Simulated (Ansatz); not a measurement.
# From LDA to G0W0: Cs4CdPb3Cl12 (ordered model alloy, started on the CsPbCl3 lattice) (Im-3m), part 2 of 2

How far does one-shot GW move the LDA gap of Cs4CdPb3Cl12 (ordered model alloy, started on the CsPbCl3 lattice) (Im-3m)?

Ansatz 0.2.0; LDA, then G0W0 on it, plane waves, PAW. Known limits of the many-body steps: finite bands, screening cutoff and k mesh; no spin-orbit coupling in G0W0; d shells not analysed.

So far: Starting point; Relaxing the structure. The relaxed cell has a = 10.852 Å (conventional setting).

## (3) Bands along the symmetry lines

Level of this step: DFT, LDA, plane waves, PAW; PAW set soft_1 (Ansatz).

Levels along a band path and on the mesh show where this functional puts the band edges.

input.yaml

```yaml
crystal:
  lattice:
    - [-5.4261067441, 5.4261067441, 5.4261067441]
    - [5.4261067441, -5.4261067441, 5.4261067441]
    - [5.4261067441, 5.4261067441, -5.4261067441]
  atoms:
    - { symbol: Cs, position: [0.0, 0.0, 0.0] }
    - { symbol: Cs, position: [0.5, 0.5, 0.0] }
    - { symbol: Cs, position: [0.5, 0.0, 0.5] }
    - { symbol: Cs, position: [0.0, 0.5, 0.5] }
    - { symbol: Pb, position: [0.5, 0.5, 0.5] }
    - { symbol: Pb, position: [0.0, 0.0, 0.5] }
    - { symbol: Pb, position: [0.0, 0.5, 0.0] }
    - { symbol: Cd, position: [0.5, 0.0, 0.0] }
    - { symbol: Cl, position: [0.25, 0.25, 0.5] }
    - { symbol: Cl, position: [0.75, 0.75, 0.5] }
    - { symbol: Cl, position: [0.7390846821, 0.2390846821, 0.0] }
    - { symbol: Cl, position: [0.2609153179, 0.7609153179, 0.0] }
    - { symbol: Cl, position: [0.5, 0.2390846821, 0.2390846821] }
    - { symbol: Cl, position: [0.0, 0.75, 0.25] }
    - { symbol: Cl, position: [0.0, 0.25, 0.75] }
    - { symbol: Cl, position: [0.5, 0.7609153179, 0.7609153179] }
    - { symbol: Cl, position: [0.25, 0.5, 0.25] }
    - { symbol: Cl, position: [0.7390846821, 0.0, 0.2390846821] }
    - { symbol: Cl, position: [0.75, 0.5, 0.75] }
    - { symbol: Cl, position: [0.2609153179, 0.0, 0.7609153179] }
kpoints:
  mp_grid: { grid: [4, 4, 4] }
  band_path:
    path:
      - [[0.0, 0.0, 0.0], [0.5, 0.0, 0.0]]
      - [[0.0, 0.5, 0.0], [0.0, 0.0, 0.0], [0.0, 0.0, 0.5]]
      - [[0.5, 0.5, 0.5], [0.0, 0.0, 0.0]]
    npoints: 10
hamiltonian:
  xc: lda
  pseudopotentials: { kind: paw, azcp: { folder: soft_1 }, xc_functional: pbe }
scf:
  occupations: { method: fermi_dirac, width: 0.02 }
  n_extra_bands: 10
output:
  eigenvalues: true
  forces: true
  stress: true
  write_density: true
  write_potential: true
  elf: true
  volumetric_format: npy
```

Started as:

```
$ ansatz run input.yaml --threads 4 --pin off --max-ram 17510MiB --backend cpu --events-out ev --progress --plain --runs-dir out
```

Numbers of over 12 decimals in the logs are rounded to 6 here.

The log of the run:

```text
[...]
Crystal: 20 atoms, lattice volume = 639.036 Å³
Basis set: ecut = 420 eV, 12527 PW (Γ)
Bands: 101, of which v1, the nominal top of the filled ones, is band 91 counted from 1 (90 counted from 0)
Symmetry: 48 space group operations
[...]
k-points: 8 of 64
[...]
SCF iter   1: F=—  HF=-77516.221605 eV  |F-HF|=—  |Δ(HF+E_count)|=         —  Δρ=3.74e-2  dr2=1.88e1  ethr=3.10e-3  ⟨swp⟩=10.1  Hψ=3991  notcnv=0  defer=2
[...]
SCF iter   9: F=-77508.540801 eV  HF=-77508.540801 eV  |F-HF|=1.67e-8  |Δ(HF+E_count)|=   2.93e-7  Δρ=2.35e-6  dr2=4.64e-8  ethr=5.49e-11  ⟨swp⟩=23.4  Hψ=8172  notcnv=0
SCF 1 converged in 9 iterations: F = -77508.540801 eV  dr2 = 4.64e-8
[...]
NSCF: frozen V_eff on 43 k-points
SCF converged after 9 iterations
Free energy (F): -77508.540801 eV
[...]
Internal energy: -77508.540801 eV  (E = F + TS)
E sigma→0 (E₀):  -77508.540801 eV
Fermi energy:    5.063106 eV
[...]
--- Forces (eV/Å), atoms counted from 1 ---
  atom   1  Cs    -0.00000000    -0.00000000    -0.00000000
  atom   2  Cs     0.00000000    -0.00000000    -0.00000000
  atom   3  Cs     0.00000000     0.00000000    -0.00000000
  atom   4  Cs     0.00000000     0.00000000     0.00000000
  atom   5  Pb     0.00000000    -0.00000000    -0.00000000
  atom   6  Pb     0.00000000     0.00000000    -0.00000000
  atom   7  Pb     0.00000000    -0.00000000    -0.00000000
  atom   8  Cd    -0.00000000    -0.00000000    -0.00000000
  atom   9  Cl     0.00000000     0.00000000    -0.00000000
  atom  10  Cl    -0.00000000    -0.00000000    -0.00000000
  atom  11  Cl     0.00000000    -0.00000000    -0.00698704
  atom  12  Cl    -0.00000000     0.00000000     0.00698704
  atom  13  Cl    -0.00698704    -0.00000000     0.00000000
  atom  14  Cl     0.00000000     0.00000000    -0.00000000
  atom  15  Cl     0.00000000    -0.00000000     0.00000000
  atom  16  Cl     0.00698704     0.00000000    -0.00000000
  atom  17  Cl    -0.00000000    -0.00000000     0.00000000
  atom  18  Cl     0.00000000    -0.00698704    -0.00000000
  atom  19  Cl     0.00000000     0.00000000    -0.00000000
  atom  20  Cl    -0.00000000     0.00698704    -0.00000000
  max |Σ_I F_I| component: 5.35e-18 eV/Å
--- Stress (GPa, compression-positive) ---
       -0.106795      -0.000000      -0.000000
       -0.000000      -0.106795       0.000000
       -0.000000      -0.000000      -0.106795
  P = ⅓ Tr σ = -0.1068 GPa (-1.068 kbar)
--- Band table (eV; the first three rows and the last of 8) ---
  k-point 0: bands = [... 87 lower, 2.4839, 2.4839, 4.1371, 4.1371, 7.1211, 7.1211, 7.1211, 7.6869, ... 6 higher]
  k-point 1: bands = [... 87 lower, 2.4199, 2.4526, 3.6096, 3.8561, 6.9064, 7.1036, 7.6635, 7.7431, ... 6 higher]
  k-point 2: bands = [... 87 lower, 2.4134, 2.4860, 2.9467, 3.5961, 6.4932, 7.0844, 7.7208, 8.1973, ... 6 higher]
  k-point 7: bands = [... 87 lower, 2.5060, 3.2818, 3.2818, 4.1556, 6.6591, 6.6591, 6.6591, 8.1200, ... 6 higher]
```

It took 43 s on 4 threads of Arm Neoverse V1, shared host; peak memory 2.5 GiB.

This step gave:

| Property | Result |
| --- | --- |
| pressure | -0.1068 GPa |
| filled bands | 91 |
| gap | 1.817 eV |
| valence top at | R |
| conduction bottom at | k = (0.250, 0.250, 0.250) |
| least direct gap | 2.504 eV |

Over mesh and path the gap is 1.817 eV, in a supercell, where edges may be folded.

The electronic bands at the labelled points (eV, zero at the top of the highest nominally filled band):

| point | band 88 | band 89 | band 90 | band 91 | band 92 | band 93 | band 94 | band 95 |
| --- | --- | --- | --- | --- | --- | --- | --- | --- |
| Γ | -1.67 | -1.67 | -0.02 | -0.02 | 2.97 | 2.97 | 2.97 | 3.53 |
| halfway | -1.74 | -1.70 | -0.55 | -0.30 | 2.75 | 2.95 | 3.51 | 3.59 |
| X | -1.74 | -1.67 | -1.21 | -0.56 | 2.34 | 2.93 | 3.57 | 4.04 |
| jump to Y | -1.74 | -1.67 | -1.21 | -0.56 | 2.34 | 2.93 | 3.57 | 4.04 |
| halfway | -1.74 | -1.70 | -0.55 | -0.30 | 2.75 | 2.95 | 3.51 | 3.59 |
| Γ | -1.67 | -1.67 | -0.02 | -0.02 | 2.97 | 2.97 | 2.97 | 3.53 |
| halfway | -1.74 | -1.70 | -0.55 | -0.30 | 2.75 | 2.95 | 3.51 | 3.59 |
| Z | -1.74 | -1.67 | -1.21 | -0.56 | 2.34 | 2.93 | 3.57 | 4.04 |
| jump to R | -1.65 | -0.87 | -0.87 | 0.00 | 2.50 | 2.50 | 2.50 | 3.96 |
| halfway | -1.79 | -1.53 | -1.53 | -1.53 | 1.82 | 4.22 | 4.22 | 4.47 |
| Γ | -1.67 | -1.67 | -0.02 | -0.02 | 2.97 | 2.97 | 2.97 | 3.53 |

ELF in the ac plane of the conventional cell at fractional y = 0.000, with atoms of Pb and Cd and Cl within 0.2 Å of it. It is the smooth field of the valence electrons, not physical close to the nuclei.

Ten even steps from '_' (0.00) to '@' (0.87), each cell a mean:
```
%%++--::++@@%%**##@@##----==::__..====::++@@%%**##@@%%--::==##
----::..==%%@@@@@@@@**::::==========--..--%%@@@@@@@@**::..::--
::::..__..==##%%%%**::__..::::----::..__..==##%%%%**::__..::::
%%%%**--____..----..____::++**##**++--..____::--::..__..++##%%
##@@@@##--____________--##@@@@%%@@@@%%++..__________..++%%@@%%
--%%@@@@++..________..++@@@@%%==**@@@@##--__________--##@@@@++
##@@@@%%==..________..++%%@@%%**##@@@@##::__________::**@@@@%%
%%%%##==..____________::++%%@@@@@@%%##--______________--**%%%%
----::..__..--++++--..__..::======--::____::==++==::____..::--
==--::....++%%@@@@%%++....::--------....--##@@@@@@##--..::----
--====::--%%@@@@@@@@##--::====----==--::++@@@@@@@@@@++::--==--
__..==--==%%%%++++%%%%==--==..____--==--**@@##==##@@**::==--__
__::==--==%%@@####@@%%==--==::__..====::**@@%%**%%@@**::====..
======::::##@@@@@@@@##::::==========--..==%%@@@@@@%%==..--====
--::..__..--##%%%%##--......::--::::..__..++%%%%%%++::__..::::
++++--..____..----..____::==**##**++--..__..::--::..__..--==++
@@@@%%**::____________--##@@@@%%@@@@%%++..__________..==##@@@@
++%%@@%%++..________..++@@@@%%==**@@@@##--__________--##@@@@##
==%%@@%%++..________..++%%@@%%**##@@@@##::__________--##@@@@**
@@@@%%**::____________::++%%@@@@@@%%##--______..____..==##@@@@
**++==..__..--++++--____..--======--::____::==++==::__..--++**
::......::**%%@@@@##==....::--------::..::**%%@@@@##==......::
++==::..++%%@@@@@@@@**::::====----==--::==%%@@@@@@@@##::..--==
@@**--::**@@##==**@@##----==..____--==::++@@%%==++@@%%--::==%%
```
Columns run along a (10.9 Å), rows up along c (10.9 Å), edges of the conventional cell, whose origin can differ from the input's. Atoms in or near the plane, at fractional coordinates: Pb at (0.50, 0.00), Pb at (0.50, 0.50), Pb at (0.00, 0.50), Cd at (0.00, 0.00), Cl at (0.50, 0.75), Cl at (0.50, 0.25), Cl at (0.00, 0.24), Cl at (0.00, 0.76), Cl at (0.24, 0.00), Cl at (0.25, 0.50), Cl at (0.75, 0.50), Cl at (0.76, 0.00).

Valence density in the ac plane of the conventional cell at fractional y = 0.000, with atoms of Pb and Cd and Cl within 0.2 Å of it. It is the smooth field of the valence electrons, not physical close to the nuclei.

Ten steps, logarithmic in the rise over the least value, from '0' (0 e/Å³) to '9' (21 e/Å³), each cell a mean:
```
9742234444212467653113444421268
5421123332101245431112333311135
2110001111000112210000111100012
3210000000000122211000000000123
4431000000001244432000000000234
3432000000001343442100000001244
4431000000001344442100000001244
3210000000001234321000000000123
1100000000000112210000000000011
3210011221100123221001222100122
6531123443211356542113444311245
7642234334322467753124434421357
7642134444312467653123444321356
5421123333211245431112343211134
2110001111000112210001111100012
2110000000000122211000000000012
4321000000001244432000000000134
4431000000001343442100000001244
3431000000001344442100000001244
4321000000001234321000000000134
2210000000000112210000000000112
3210012221000123221001222110012
7631134443211356542112444321247
9852234344212467753123434432379
```
Columns run along a (10.9 Å), rows up along c (10.9 Å), edges of the conventional cell, whose origin can differ from the input's. Atoms in or near the plane, at fractional coordinates: Pb at (0.50, 0.00), Pb at (0.50, 0.50), Pb at (0.00, 0.50), Cd at (0.00, 0.00), Cl at (0.50, 0.75), Cl at (0.50, 0.25), Cl at (0.00, 0.24), Cl at (0.00, 0.76), Cl at (0.24, 0.00), Cl at (0.25, 0.50), Cl at (0.75, 0.50), Cl at (0.76, 0.00).

## (4) G0W0 on the 2×2×2 mesh

G0W0 replaces the xc potential by a self-energy built once from the orbitals of the start. Levels are corrected in the window of bands that the input names, at points of the mesh.

This step: G0W0 on LDA, plane waves, PAW; PAW set soft_1.

input.yaml: that of step 3 with these lines changed.

```diff
@@ -27,9 +27,3 @@
 kpoints:
-  mp_grid: { grid: [4, 4, 4] }
-  band_path:
-    path:
-      - [[0.0, 0.0, 0.0], [0.5, 0.0, 0.0]]
-      - [[0.0, 0.5, 0.0], [0.0, 0.0, 0.0], [0.0, 0.0, 0.5]]
-      - [[0.5, 0.5, 0.5], [0.0, 0.0, 0.0]]
-    npoints: 10
+  mp_grid: { grid: [2, 2, 2] }
 hamiltonian:
@@ -38,11 +32,8 @@
 scf:
-  occupations: { method: fermi_dirac, width: 0.02 }
-  n_extra_bands: 10
-output:
-  eigenvalues: true
-  forces: true
-  stress: true
-  write_density: true
-  write_potential: true
-  elf: true
-  volumetric_format: npy
+  occupations: { method: fixed }
+gw:
+  n_empty_bands: 1038
+  ecut_chi: 80.0
+  qp_bands: [v4, c4]
+  qp_kpoints: band_edges
+  screening: { model: contour_deformation }
```

The log of the run:

```text
[...]
Crystal: 20 atoms, lattice volume = 639.036 Å³
Basis set: ecut = 420 eV, 12527 PW (Γ)
Bands: 111, of which v1, the nominal top of the filled ones, is band 91 counted from 1 (90 counted from 0)
Symmetry: 48 space group operations
[...]
k-points: 3 of 8
[...]
SCF iter   1: F=—  HF=-77516.156980 eV  |F-HF|=—  |Δ(HF+E_count)|=         —  Δρ=3.74e-2  dr2=1.89e1  ethr=3.10e-3  ⟨swp⟩=5.7  Hψ=1181  notcnv=0  defer=49
[...]
SCF iter   9: F=-77508.474096 eV  HF=-77508.474096 eV  |F-HF|=1.32e-8  |Δ(HF+E_count)|=   2.93e-7  Δρ=2.09e-6  dr2=3.57e-8  ethr=5.49e-11  ⟨swp⟩=21.0  Hψ=2256  notcnv=0
SCF 1 converged in 9 iterations: F = -77508.474096 eV  dr2 = 3.57e-8
[...]
G₀W₀ screening: q 1/3
[... further progress lines ...]
[...]
SCF converged after 9 iterations
Free energy (F): -77508.474096 eV
[...]
Internal energy: -77508.474096 eV  (E = F + TS)
E sigma→0 (E₀):  -77508.474096 eV
Fermi energy:    4.162177 eV
[...]
--- Band table (eV) ---
  k-point 0: bands = [... 87 lower, 2.4839, 2.4839, 4.1406, 4.1406, 7.1190, 7.1190, 7.1190, 7.6874, ... 16 higher]
  k-point 1: bands = [... 87 lower, 2.4109, 2.4844, 2.9463, 3.6011, 6.4913, 7.0825, 7.7187, 8.1961, ... 16 higher]
  k-point 2: bands = [... 87 lower, 2.5055, 3.2814, 3.2814, 4.1622, 6.6571, 6.6571, 6.6571, 8.1178, ... 16 higher]
--- G₀W₀: contour deformation, 6 samples at zero and on the imaginary axis and 2 off it, 8 q-points, 1038 empty bands' worth ---
  eigenvalues of the whole cell's RPA ε∞ on this k-mesh (on a slab, of 1 + 4πα/V) = 4.3634, 4.3634, 4.3634; static W/v taken at q = 0 is 0.229178
  bands read: the sum over 1129 bands ends inside a degenerate multiplet in 1 slot, whose members it reads at an even weight; the widest, k=2: bands 1128 to 1130 (counted from 1) at 2/3 each
  gw.qp_kpoints: band_edges: 3 of 3 stored k-points solved, in 1 pass; an edge of the gap read off the rows below is read off those points alone
    ik  band        ε_KS         Σx   Σc(E_QP)       V_xc       Z   E_QP_lin       E_QP  E_QP is
     0    88      2.4839   -20.8929     3.2793   -16.6650  0.7461     1.5134     1.5352  root
     0    89      2.4839   -20.8929     3.2793   -16.6650  0.7461     1.5134     1.5352  root
     0    90      4.1406   -20.9796     1.5270   -19.1295  0.7770     3.8159     3.8175  root
     0    91      4.1406   -20.9796     1.5270   -19.1295  0.7770     3.8159     3.8175  root
     0    92      7.1190    -9.2324    -3.4105   -13.6699  0.7994     8.1649     8.1460  root
     0    93      7.1190    -9.2324    -3.4105   -13.6699  0.7994     8.1649     8.1460  root
     0    94      7.1190    -9.2324    -3.4105   -13.6699  0.7994     8.1649     8.1460  root
     0    95      7.6874    -5.6163    -3.6547   -10.1768  0.8173     8.6105     8.5932  root
     1    88      2.4109   -20.7384     3.3068   -16.4657  0.7448     1.4215     1.4450  root
     1    89      2.4844   -20.2636     2.5156   -17.0908  0.7545     1.8174     1.8272  root
     1    90      2.9463   -20.8558     2.1122   -18.2553  0.7642     2.4533     2.4580  root
     1    91      3.6011   -20.1775     1.5737   -18.2432  0.7744     3.2385     3.2406  root
     1    92      6.4913   -10.2216    -3.4788   -14.7290  0.7946     7.5385     7.5198  root
     1    93      7.0825    -9.2443    -3.3860   -13.6454  0.7997     8.1157     8.0974  root
     1    94      7.7187    -8.9201    -3.6124   -13.5549  0.7905     8.7640     8.7411  root
     1    95      8.1961    -9.4858    -3.6105   -14.1254  0.7832     9.2485     9.2252  root
     2    88      2.5055   -20.9471     3.2833   -16.7147  0.7461     1.5345     1.5563  root
     2    89      3.2814   -21.9089     2.2079   -19.2024  0.7659     2.7785     2.7829  root
     2    90      3.2814   -21.9089     2.2079   -19.2024  0.7659     2.7785     2.7829  root
     2    91      4.1622   -20.2355     1.2890   -18.6780  0.7790     3.8926     3.8937  root
     2    92      6.6571    -8.2322    -3.3928   -12.5942  0.8052     7.6422     7.6263  root
     2    93      6.6571    -8.2322    -3.3928   -12.5942  0.8052     7.6422     7.6263  root
     2    94      6.6571    -8.2322    -3.3928   -12.5942  0.8052     7.6422     7.6263  root
     2    95      8.1178    -9.7472    -3.6651   -14.4918  0.7845     9.2237     9.1973  root
```

The job ended after 9.2 min (4 threads; peak memory 9.4 GiB).

Numbers from this step:

```
bands summed                                    : 1129
RPA ε∞ on this mesh (eigenvalues)               : 4.363, 4.363, 4.363
plane waves in the screening matrix             : 1055
q-points in the mesh                            : 8
G0W0 gap over the corrected points              : 3.626 eV
k of the valence top                            : -0.5, -0.5, -0.5
k of the conduction bottom                      : 0, 0, -0.5
starting gap on the mesh                        : 2.329 eV
Z at the valence top                            : 0.7790
Z at the conduction bottom                      : 0.7946
least direct G0W0 gap over the corrected points : 3.733 eV
```

Over all 3 irreducible mesh points the G0W0 gap is 3.626 eV, in a supercell, where edges may be folded. The LDA gap of this run on the mesh is 2.329 eV. The two states that bound the G0W0 gap lie that far apart at the start, so the correction of the gap is 3.626 − 2.329 = +1.297 eV. The start of this run differs from the step before in mesh (4×4×4 and 2×2×2).

Labels follow the order of the start: v1 is the top filled band, c1 the lowest empty one; levels that stay degenerate share a row, the window can cut a multiplet, doubted levels are not marked in this list, bands outside the window were not corrected, and the list may be a part of the corrected levels. The levels before and after the correction (eV, zero at the valence-band top of each column):

|  | conduction bottom | valence top |
| --- | --- | --- |
| Kohn-Sham | 2.33 | 0.00 |
| G0W0 | 3.63 | 0.00 |

|  | level | occupation | energy (eV) |
| --- | --- | --- | --- |
| Kohn-Sham | (0 0 -0.5) v3 | 2 | -1.678 |
| Kohn-Sham | (0 0 -0.5) v2 | 2 | -1.216 |
| Kohn-Sham | (0 0 -0.5) v1 | 2 | -0.561 |
| Kohn-Sham | (0 0 -0.5) c1 | 0 | 2.329 |
| Kohn-Sham | (0 0 -0.5) c2 | 0 | 2.920 |
| Kohn-Sham | (0 0 -0.5) c3 | 0 | 3.557 |
| Kohn-Sham | (-0.5 -0.5 -0.5) v3-v2 | 2 | -0.881 |
| Kohn-Sham | (-0.5 -0.5 -0.5) v1 | 2 | 0.000 |
| Kohn-Sham | (-0.5 -0.5 -0.5) c1-c3 | 0 | 2.495 |
| G0W0 | (0 0 -0.5) v3 | 2 | -2.066 |
| G0W0 | (0 0 -0.5) v2 | 2 | -1.436 |
| G0W0 | (0 0 -0.5) v1 | 2 | -0.653 |
| G0W0 | (0 0 -0.5) c1 | 0 | 3.626 |
| G0W0 | (0 0 -0.5) c2 | 0 | 4.204 |
| G0W0 | (0 0 -0.5) c3 | 0 | 4.847 |
| G0W0 | (-0.5 -0.5 -0.5) v3-v2 | 2 | -1.111 |
| G0W0 | (-0.5 -0.5 -0.5) v1 | 2 | 0.000 |
| G0W0 | (-0.5 -0.5 -0.5) c1-c3 | 0 | 3.733 |

The parts of the quasiparticle energy for the two states that bound the G0W0 gap, in eV on the run's own scale (QP = start + Σx + Σc − Vxc, with Σc at the quasiparticle energy):

| edge | k | band | start | Σx | Σc | Vxc | Z | QP |
| --- | --- | --- | --- | --- | --- | --- | --- | --- |
| valence top | (-0.500, -0.500, -0.500) | 91 | 4.162 | −20.235 | 1.289 | −18.678 | 0.779 | 3.894 |
| conduction bottom | (0.000, 0.000, -0.500) | 92 | 6.491 | −10.222 | −3.479 | −14.729 | 0.795 | 7.520 |

## (5) Side by side

Each gap is the least one over the points named; times are wall times on shared hosts, not benchmarks. A G0W0 time includes the run's own self-consistent start. Rows marked * are further runs, not shown as steps, whose inputs differ from the G0W0 step on the same start in the columns given; solver thresholds can differ too. Symmetry makes (0.500, 0.500, 0.500) and (-0.500, -0.500, -0.500) one point.

| level | mesh | files, cutoff | bands summed, screening | points | gap (eV) | valence top | conduction bottom | least direct gap (eV) | time |
| --- | --- | --- | --- | --- | --- | --- | --- | --- | --- |
| LDA | 4×4×4 | soft_1 PAW, 420 eV | - | mesh and path | 1.817 | (0.500, 0.500, 0.500) | (0.250, 0.250, 0.250) | 2.504 | 43 s |
| G0W0@LDA* | 2×2×2 | soft_1 PAW, 420 eV | 514, 44 eV | all 3 irreducible mesh points | 3.569 | (-0.500, -0.500, -0.500) | (0.000, 0.000, -0.500) | 3.603 | 2 min |
| G0W0@LDA | 2×2×2 | soft_1 PAW, 420 eV | 1129, 80 eV | all 3 irreducible mesh points | 3.626 | (-0.500, -0.500, -0.500) | (0.000, 0.000, -0.500) | 3.733 | 9.2 min |

## (6) What came out

- LDA gap over mesh and path: 1.817 eV, in a supercell, where edges may be folded
- G0W0@LDA gap over all 3 irreducible mesh points: 3.626 eV, in a supercell, where edges may be folded
- GW settings: 2×2×2 mesh, 1038 empty bands, screening to 80 eV, PAW set soft_1 files
- known limits: finite bands, screening cutoff and k mesh; no spin-orbit coupling in G0W0; d shells not analysed

In words: Over all 3 irreducible mesh points the G0W0 gap is 3.626 eV, in a supercell, where edges may be folded. The LDA gap of this run on the mesh is 2.329 eV. The two states that bound the G0W0 gap lie that far apart at the start, so the correction of the gap is 3.626 − 2.329 = +1.297 eV. The valence state moves by 3.894 − 4.162 = −0.268 eV and the conduction state by 7.520 − 6.491 = +1.029 eV, on the run's own scale; with 514 bands the edge states move by +0.116 and +1.357 eV, so the split between the edges depends on the bands and cutoff. No level off the mesh was corrected, so the G0W0 gap over the whole zone is not known from these runs. From 514 bands and 44 eV to 1129 bands and 80 eV the gap moves by 3.626 − 3.569 = +0.057 eV; bands and screening cutoff rise together, so their parts are not told apart. Two runs can't test a law of convergence, so the limit is not known. The G0W0 runs are scalar-relativistic; no run with spin-orbit coupling is shown, so its effect in this cell, which holds Cs and Pb, is not known. One-shot GW is known to converge slowly in bands for compounds with shallow d shells. The cell holds Cd; the filling of the d shell and its place against the gap were not analysed here. No pair of G0W0 runs that differ in the mesh alone is shown (2×2×2 is a supercell whose nearest images lie 19 Å apart), so the error from the mesh is not known here. G0W0 is shown with one set of atomic data (soft_1 PAW), so the error from the files is not known here. Failed or unusable runs on LDA in this series, left out of the table: LDA+SOC (4×4×4 mesh, soft_1 PAW files, 420 eV) reached its time limit after 5.2 min.

[Paths, hosts, dates, memory and timing lines, banners, echoed tables and standing remarks are left out of the program output.]

[Logs are printed without paths, hosts, clocks, repeated set-up lines and the standing remarks that a program may print on its own settings, such as how far it seeks lower states.]

[Runs of the session that timed out or met a known fault of the program may be left out.]

[Cells called generated may have been cut or substituted from an entry of the Crystallography Open Database or the Materials Project.]

[Hosts, paths, dates, database ids (printed as entryN), source tags and the programs' standing remarks are cut or masked in the printed files.]

[Where an RPA ε∞ is given, it is that of the G0W0 mesh and is not shown converged in it. Names of k-points follow the symmetry that the program found, which can be lower than the space group named. Band edges on a path are those of the sampled points; other points can move an edge, and change direct to indirect where valleys lie close.]

[Hybrid gaps are those of their k-mesh and are not shown converged in it.]
